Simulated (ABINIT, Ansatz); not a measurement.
# TlAsF6 (R-3): G0W0 with ABINIT, start to end

How does a plane-wave GW calculation on TlAsF6 (R-3) run from the first input to the gap?

Program: ABINIT 10.8.3. Level of theory: PBEsol and many-body steps on it, plane waves. Results are calculated unless marked as measured.

## Step 1: Set-up

It takes space group R-3 (No. 148, trigonal). Conventional cell: a = 7.441 Å, b = 7.441 Å, c = 7.448 Å, α = 90.00°, β = 90.00°, γ = 120.00°. Tl has 6 F at 2.95 Å nearest. Nearest to As lie 6 F at 1.75 Å. Nearest to F lie 1 As at 1.75 Å. Farther neighbours and most contacts between anions are not listed.

The cell and positions are those that the Materials Project relaxed with its own functionals (PBE, PBE+U or r2SCAN), kept fixed. Spin-orbit coupling is left out unless a step names it.

## Step 2: Ground state

This step: ABINIT 10.8.3; DFT, PBEsol, plane waves, norm-conserving pseudopotentials.

The ground-state density comes first.

run.abi reads:

```
acell 3*1.0 Angstrom
rprim 
  3.720723898783 2.148160944528 2.482723275713
  -3.720723898783 2.148160944528 2.482723275713
  0.000000000000 -4.296321889101 2.482723275674
ntypat 3
znucl 81 33 9
natom 8
typat 1 2 3 3 3 3 3 3
xred 
  0.000000000000 0.000000000000 0.000000000000
  0.500000000000 0.500000000000 0.500000000000
  0.698048100000 0.789498230000 0.423038160000
  0.789498230000 0.423038160000 0.698048100000
  0.210501770000 0.576961840000 0.301951900000
  0.423038160000 0.698048100000 0.789498230000
  0.576961840000 0.301951900000 0.210501770000
  0.301951900000 0.210501770000 0.576961840000
pp_dirpath "pseudos"
pseudos "Tl.upf, As.upf, F.upf"
ecut 44
ngkpt 4 4 4
nshiftk 1
shiftk 0 0 0
kptopt 1
chksymbreak 0
nband 51
occopt 1
tolvrs 1e-10
nstep 60
prtwf 0
optforces 0
optstress 0
indata_prefix "in"
outdata_prefix "out"
tmpdata_prefix "tmp"
```

On the command line:

```bash
OMP_NUM_THREADS=1 mpirun -n 8 abinit run.abi > log
```

Numbers of over 12 decimals in the logs are rounded to 6 here.

Output:

```text
.Version 10.8.3 of ABINIT. v10.8.2 released Aug 2026.

 Symmetries : space group R-3 (#148); Bravais hR (rhombohedral)
================================================================================
 Values of the parameters that define the memory need of the present run
     intxc =       0    ionmov =       0      iscf =       7    lmnmax =       6
     lnmax =       6     mgfft =      60  mpssoang =       3    mqgrid =    3001
     natom =       8  nloc_mem =       1    nspden =       1   nspinor =       1
    nsppol =       1      nsym =       6    n1xccc =    2501    ntypat =       3
    occopt =       1   xclevel =       2
-    mband =          51        mffmem =           1         mkmem =           2
       mpw =       11262          nfft =      216000          nkpt =          14
================================================================================
  Rough estimation (10% accuracy) of disk space for files :
================================================================================

--------------------------------------------------------------------------------
------------- Echo of variables that govern the present computation ------------
--------------------------------------------------------------------------------
 -outvars: echo values of preprocessed input variables --------
            acell      1.8897261259E+00  1.8897261259E+00  1.8897261259E+00 Bohr

      chksymbreak           0
             ecut      4.40000000E+01 Hartree
-          fftalg         312

              ixc     -116133
              kpt      0.00000000E+00  0.00000000E+00  0.00000000E+00
                       2.50000000E-01  0.00000000E+00  0.00000000E+00
                       5.00000000E-01  0.00000000E+00  0.00000000E+00
                       2.50000000E-01  2.50000000E-01  0.00000000E+00
                       5.00000000E-01  2.50000000E-01  0.00000000E+00
                      -2.50000000E-01  2.50000000E-01  0.00000000E+00
                       2.50000000E-01  5.00000000E-01  0.00000000E+00
                       5.00000000E-01  5.00000000E-01  0.00000000E+00
                       2.50000000E-01  2.50000000E-01  2.50000000E-01
                       5.00000000E-01  2.50000000E-01  2.50000000E-01
                      -2.50000000E-01  2.50000000E-01  2.50000000E-01
[...]
kptrlatt        4    0    0      0    4    0      0    0    4
          kptrlen      3.75079336E+01
P           mkmem           2
            natom           8
            nband          51
            ngfft          60      60      60
             nkpt          14
            nstep          60
             nsym           6
           ntypat           3
              occ      2.000000  2.000000  2.000000  2.000000  2.000000  2.000000
                       2.000000  2.000000  2.000000  2.000000  2.000000  2.000000
                       2.000000  2.000000  2.000000  2.000000  2.000000  2.000000
                       2.000000  2.000000  2.000000  2.000000  2.000000  2.000000
                       2.000000  2.000000  2.000000  2.000000  2.000000  2.000000
                       2.000000  2.000000  2.000000  2.000000  2.000000  2.000000
                       2.000000  2.000000  2.000000  2.000000  2.000000  2.000000
                       2.000000  0.000000  0.000000  0.000000  0.000000  0.000000
[...]
optforces           0
        optstress           0
            prtwf           0
            rprim      3.7207238988E+00  2.1481609445E+00  2.4827232757E+00
[...]
spgroup         148

           tolvrs      1.00000000E-10

             xred      0.0000000000E+00  0.0000000000E+00  0.0000000000E+00
[...]
znucl       81.00000   33.00000    9.00000

================================================================================

 chkinp: Checking input parameters for consistency.

================================================================================
== DATASET  1 ==================================================================
-   mpi_nproc: 8, omp_nthreads: 1 (-1 if OMP is not activated)

--- !DatasetInfo
iteration_state: {dtset: 1, }
dimensions: {natom: 8, nkpt: 14, mband: 51, nsppol: 1, nspinor: 1, nspden: 1, mpw: 11262, }
cutoff_energies: {ecut:  44.0, pawecutdg:  -1.0, }
electrons: {nelect:   8.60000000E+01, charge:   0.00000000E+00, occopt:   1.00000000E+00, tsmear:   1.00000000E-02, }

 Real(R)+Recip(G) space primitive vectors, cartesian coordinates (Bohr,Bohr^-1):
 R(1)=  7.0311492  4.0594359  4.6916670  G(1)=  0.0711121  0.0410566  0.0710480
 R(2)= -7.0311492  4.0594359  4.6916670  G(2)= -0.0711121  0.0410566  0.0710480
 R(3)=  0.0000000 -8.1188717  4.6916670  G(3)=  0.0000000 -0.0821132  0.0710480
 Unit cell volume ucvol=  8.0347141E+02 bohr^3
 Angles (23,13,12)=  9.71514135E+01  9.71514135E+01  9.71514135E+01 degrees

 getcut: wavevector=  0.0000  0.0000  0.0000  ngfft=  60  60  60
         ecut(hartree)=     44.000   => boxcut(ratio)=   2.14307

--- Pseudopotential description ------------------------------------------------
- Tl Generated using ONCVPSP code by D. R. Hamann
- 81.00000  21.00000  180301                  znucl, zion, pspdat
12 -116133 2 -1 2008                          pspcod,pspxc,lmax,lloc,mmax
     nproj     2     2     2
  pspatm : epsatm=   25.94155489
[...]
12 -116133 2 -1 832                           pspcod,pspxc,lmax,lloc,mmax
     nproj     2     2     1
  pspatm : epsatm=    4.89824381
         --- l  ekb(1:nproj) -->
[...]
2   -2.394754
 pspatm: atomic psp has been read  and splines computed

   6.86463655E+03                                ecore*ucvol(ha*bohr**3)
--------------------------------------------------------------------------------

_setup2: Arith. and geom. avg. npw (full set) are   11192.484   11192.453

================================================================================

--- !BeginCycle
iteration_state: {dtset: 1, }
solver: {iscf: 7, nstep: 60, nline: 4, wfoptalg: 0, }
tolerances: {tolvrs: 1.00E-10, }

     iter   Etot(hartree)      deltaE(h)  residm     vres2
 ETOT  1  -641.86794489031    -6.419E+02 1.052E+00 1.310E+03
 ETOT  2  -643.89040483991    -2.022E+00 3.660E-02 5.960E+02
 ETOT  3  -644.01295574471    -1.226E-01 2.196E-02 4.897E+01
 ETOT  4  -644.01770739895    -4.752E-03 2.840E-03 1.749E+01
 ETOT  5  -644.01839455060    -6.872E-04 2.617E-03 2.524E-01
 ETOT  6  -644.01840903615    -1.449E-05 5.182E-04 4.708E-02
 ETOT  7  -644.01841449069    -5.455E-06 1.081E-03 8.664E-03
 ETOT  8  -644.01841494741    -4.567E-07 1.934E-04 2.993E-04
 ETOT  9  -644.01841495880    -1.138E-08 6.422E-04 2.758E-05
 ETOT 10  -644.01841496081    -2.015E-09 1.240E-04 1.545E-06
 ETOT 11  -644.01841496092    -1.110E-10 4.565E-04 9.210E-08
 ETOT 12  -644.01841496095    -3.126E-11 9.472E-05 7.536E-09
 ETOT 13  -644.01841496093     2.410E-11 3.546E-04 6.505E-10
 ETOT 14  -644.01841496095    -1.785E-11 7.206E-05 4.775E-11

 At SCF step   14       vres2   =  4.77E-11 < tolvrs=  1.00E-10 =>converged.

--- !ResultsGS
iteration_state: {dtset: 1, }
comment   : Summary of ground state results
lattice_vectors:
- [  7.0311492,   4.0594359,   4.6916670, ]
- [ -7.0311492,   4.0594359,   4.6916670, ]
- [  0.0000000,  -8.1188717,   4.6916670, ]
lattice_lengths: [   9.37698,    9.37698,    9.37698, ]
lattice_angles: [ 97.151,  97.151,  97.151, ] # degrees, (23, 13, 12)
lattice_volume:   8.0347141E+02
convergence: {deltae: -1.785E-11, res2:  4.775E-11, residm:  7.206E-05, diffor:  0.000E+00, }
etotal    :  -6.44018415E+02
entropy   :   0.00000000E+00
fermie    :   1.86356113E-02
cartesian_stress_tensor: null
pressure_GPa: null
xred      :
- [  0.0000E+00,   0.0000E+00,   0.0000E+00, Tl]
- [  5.0000E-01,   5.0000E-01,   5.0000E-01, As]
- [  6.9805E-01,   7.8950E-01,   4.2304E-01,  F]
- [  7.8950E-01,   4.2304E-01,   6.9805E-01,  F]
- [  2.1050E-01,   5.7696E-01,   3.0195E-01,  F]
- [  4.2304E-01,   6.9805E-01,   7.8950E-01,  F]
- [  5.7696E-01,   3.0195E-01,   2.1050E-01,  F]
- [  3.0195E-01,   2.1050E-01,   5.7696E-01,  F]
cartesian_forces: null
force_length_stats: {min: null, max: null, mean: null, }

 Integrated electronic density in atomic spheres:
 ------------------------------------------------
 Atom  Sphere_radius  Integrated_density
[...]
================================================================================

 ----iterations are completed or convergence reached----

 Mean square residual over all n,k,spin=   11.288E-08; max=  72.064E-06
 reduced coordinates (array xred) for    8 atoms
[...]
0.210501770000      0.576961840000      0.301951900000
       0.423038160000      0.698048100000      0.789498230000
       0.576961840000      0.301951900000      0.210501770000
       0.301951900000      0.210501770000      0.576961840000
 rms dE/dt=  0.0000E+00; max dE/dt=  0.0000E+00; dE/dt below (all hartree)
    1       0.000000000000      0.000000000000      0.000000000000
    2       0.000000000000      0.000000000000      0.000000000000
    3       0.000000000000      0.000000000000      0.000000000000
    4       0.000000000000      0.000000000000      0.000000000000
    5       0.000000000000      0.000000000000      0.000000000000
    6       0.000000000000      0.000000000000      0.000000000000
    7       0.000000000000      0.000000000000      0.000000000000
    8       0.000000000000      0.000000000000      0.000000000000

 cartesian coordinates (angstrom) at end:
    1      0.000000     0.000000     0.000000
    2      0.000000    -2.25e-11     3.724085
    3     -0.340261     1.377981     4.743453
    4      1.363497    -0.394316     4.743453
    5     -1.363497     0.394316     2.704717
    6     -1.023236    -0.983665     4.743453
    7      1.023236     0.983665     2.704717
    8      0.340261    -1.377981     2.704717
 length scales=  1.889726125908  1.889726125908  1.889726125908 bohr
              =  1.000000000000  1.000000000000  1.000000000000 angstroms
 prteigrs : about to open file out_EIG
 Fermi (or HOMO) energy (hartree) =   0.01864   Average Vxc (hartree)=  -0.35398
 Eigenvalues (hartree) for nkpt=  14  k points:
 kpt#   1, nband= 51, wtk=  0.01563, kpt=  0.0000  0.0000  0.0000 (reduced coord)
  -6.79359   -4.71673   -4.71667   -4.71667   -4.50260   -2.48374   -2.48339   -2.48339
  -1.30988   -1.30988   -1.30467   -1.30446   -1.30446   -0.83662   -0.77569   -0.77444
  -0.77444   -0.74475   -0.74475   -0.33051   -0.25849   -0.25813   -0.25813   -0.25728
  -0.25728   -0.18372   -0.18360   -0.18360   -0.11071   -0.11071   -0.09685   -0.08426
  -0.08426   -0.06335   -0.06335   -0.05870   -0.05094   -0.03845   -0.03845   -0.03767
  -0.02895   -0.02895   -0.01015    0.21607    0.29216    0.31233    0.31233    0.43455
   0.43455    0.44188    0.44475
 prteigrs : prtvol=0 or 1, do not print more k-points.

--- !EnergyTerms
iteration_state     : {dtset: 1, }
comment             : Components of total free energy in Hartree
kinetic             :  2.86574865823596E+02
hartree             :  2.64688122265531E+02
xc                  : -9.46884651376522E+01
Ewald energy        : -2.89320720449015E+02
psp_core            :  8.54372221915058E+00
local_psp           : -7.41516654092425E+02
non_local_psp       : -7.82992855901332E+01
total_energy        : -6.44018414960948E+02
total_energy_eV     : -1.75246338390268E+04
band_energy         : -9.42920884248635E+01

== END DATASET(S) ==============================================================
================================================================================

 -outvars: echo values of variables after computation  --------
           etotal     -6.4401841496E+02
            nband          51
             nkpt          14
          spgroup         148
 [... the other variables as echoed above ...]

 Calculation completed.
```

It took 2.2 min on 8 MPI ranks of Arm Neoverse N1, shared host; peak memory 1.1 GiB.

Numbers from this step:

```
total energy               : -17524.6338 eV
gap                        : 4.665 eV
k of the valence top       : -0.25, 0.5, 0.25
k of the conduction bottom : 0.5, 0, 0
least direct gap           : 4.777 eV
```

The gap is indirect, with the least direct gap 0.11 eV higher.

(Part 1 of 3 ends here.)

[Paths, hosts, dates, memory and timing lines, banners, echoed tables and standing remarks are left out of the program output.]

[Logs are printed without paths, hosts, clocks, repeated set-up lines and the standing remarks that a program may print on its own settings, such as how far it seeks lower states.]

[Runs of the session that timed out or met a known fault of the program may be left out.]

[Hosts, paths, dates, database ids (printed as entryN), source tags and the programs' standing remarks are cut or masked in the printed files.]

[G0W0 gaps are taken among the corrected bands and points alone; a level outside them can change the order at an edge.]

[Where Ansatz stands beside ABINIT at settings called matched, ABINIT's density can come from a denser mesh and the files from another edition; pairs whose starting gaps differed by over 0.03 eV were left out, so agreement reads better than it is.]
